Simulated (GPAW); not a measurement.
Consider NaHF2 (R-3m).

```xyz
4
Lattice="1.7370 1.0029 4.5833 -1.7370 1.0029 4.5833 0.0000 -2.0057 4.5833" Properties=species:S:1:pos:R:3 pbc="T T T"
Na    0.0000    0.0000    0.0000
F     0.0000    0.0000    8.0080
F     0.0000    0.0000    5.7420
H     0.0000    0.0000    6.8750
```

Absorber: atom 1, with 6 F at 2.32 Å (distorted octahedral, site symmetry -3m). Method: GPAW, LDA, full core hole (charged cell), 16-atom cell with 6.1 Å between holes, 4×4×4 k points, dipole transitions, Gaussian full width 0.9 eV up to 4 eV, rising linearly to 3.5 eV at 25 eV.

Where do the maxima of the Na K edge fall?

Main maxima up to 24 eV above the zero (height): 4.7 eV (2.00), 6.7 eV (1.82), 11.3 eV (1.91) and 20.0 eV (0.61). A K edge sees empty p states on the absorber. The total-energy difference plus the lowest empty eigenvalue puts the zero at 1076.53 eV. One term is added: -11.92 eV, since the hole is spin-paired here and a spin-polarised one costs that much less in the free atom (computed apart). The photon energy is then 1064.61 eV. The tabulated edge of the element is 1070.8 eV. The functional and the charged cell's background leave an error in such absolute values: in the free atom LDA prices this hole 5.9 eV below PBE (computed apart), and PBE is itself good to a few eV.

The Na K spectrum (energy from the lowest empty level; intensity scaled to a mean of 1 over the first 20 eV; polarised curves are means over the symmetry-equivalent atoms):

```csv
E (eV),isotropic,ε ⊥ c,ε ∥ c
-2.0,0.00,0.00,0.00
-1.0,0.00,0.00,0.00
0.0,0.01,0.00,0.01
1.0,0.05,0.03,0.08
2.0,0.16,0.08,0.33
3.0,0.86,0.56,1.46
4.0,1.66,1.65,1.69
5.0,1.88,1.95,1.75
6.0,1.56,1.64,1.40
7.0,1.78,1.80,1.74
8.0,1.48,1.55,1.34
9.0,1.13,1.01,1.38
10.0,1.47,1.58,1.26
11.0,1.88,2.24,1.16
12.0,1.71,2.00,1.14
13.0,0.95,0.90,1.07
14.0,0.55,0.43,0.78
15.0,0.44,0.37,0.58
16.0,0.41,0.38,0.47
17.0,0.44,0.44,0.44
18.0,0.52,0.54,0.49
19.0,0.59,0.61,0.55
20.0,0.61,0.62,0.60
21.0,0.60,0.58,0.64
22.0,0.55,0.52,0.62
23.0,0.47,0.43,0.56
24.0,0.39,0.33,0.51
25.0,0.34,0.26,0.49
26.0,0.31,0.23,0.47
27.0,0.30,0.23,0.45
28.0,0.33,0.25,0.47
29.0,0.36,0.31,0.47
30.0,0.39,0.36,0.44
31.0,0.39,0.40,0.38
32.0,0.39,0.41,0.34
```

The holes are only 6.1 Å apart, so the shape is probably not converged with cell size; no larger cell was run here. The mesh is coarse (0.28 Å⁻¹ between points), so small maxima may be mesh ripples. The structure is a published determination, not relaxed.

[Banner, clock and machine lines of the logs are left out without a mark of their own.]

[Logs are printed without paths, hosts, clocks, repeated set-up lines and the standing remarks that a program may print on its own settings, such as how far it seeks lower states.]

[Hosts, paths, dates, database ids (printed as entryN), source tags and the programs' standing remarks are cut or masked in the printed files.]

[Lists of maxima count a maximum above −3 eV only where it reaches 4 % of the highest in the window and stands out from its surroundings by 2 % of it (1.5 % where it reaches 55 %); shoulders and weaker maxima are passed over, and of the rest the first, up to two pre-edge ones and the few strongest are named.]
